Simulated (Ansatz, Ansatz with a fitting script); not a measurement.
Planning a run of Ansatz 0.2.0 on CdS (Greenockite). The input:

```yaml
crystal:
  lattice:
    - [4.0939120459, 0.0, 0.0]
    - [-2.0469560229, 3.5454318326, 0.0]
    - [0.0, 0.0, 6.6459482979]
  atoms:
    - { symbol: Cd, position: [0.3333333333, 0.6666666667, -0.001020977] }
    - { symbol: Cd, position: [0.6666666667, 0.3333333333, 0.498979023] }
    - { symbol: S, position: [0.3333333333, 0.6666666667, 0.376020977] }
    - { symbol: S, position: [0.6666666667, 0.3333333333, 0.876020977] }
kpoints:
  mp_grid: { grid: [4, 4, 2] }
hamiltonian:
  xc: lda
  pseudopotentials: { kind: paw, source: ansatz, frozen_core: stored }
scf:
  occupations: { method: fixed }
  convergence: { dr2_threshold: 1.0e-09 }
output:
  embedding: [{ level: hf }]
basis:
  ecutwfc: 1000
```

The database entry behind the starting cell differs from later determinations by our own check (about 0.35 % long), so it need not match the best structure at ambient conditions.

```sh
ansatz run input.yaml --threads 8 --pin off --max-ram 18432MiB --backend cpu --events-out ev --progress --plain --runs-dir out
```

**Question.** How long will it take on 8 threads of Arm Neoverse V2, shared host, and how much memory?

It took 36 s; on shared hardware allow 18 s to 73 s. Peak host memory was 0.90 GiB.

[Paths, hosts, dates, memory and timing lines, banners, echoed tables and standing remarks are left out of the program output.]

[Logs are printed without paths, hosts, clocks, repeated set-up lines and the standing remarks that a program may print on its own settings, such as how far it seeks lower states.]

[Runs of the session that timed out or met a known fault of the program may be left out.]

[Hosts, paths, dates, database ids (printed as entryN), source tags and the programs' standing remarks are cut or masked in the printed files.]
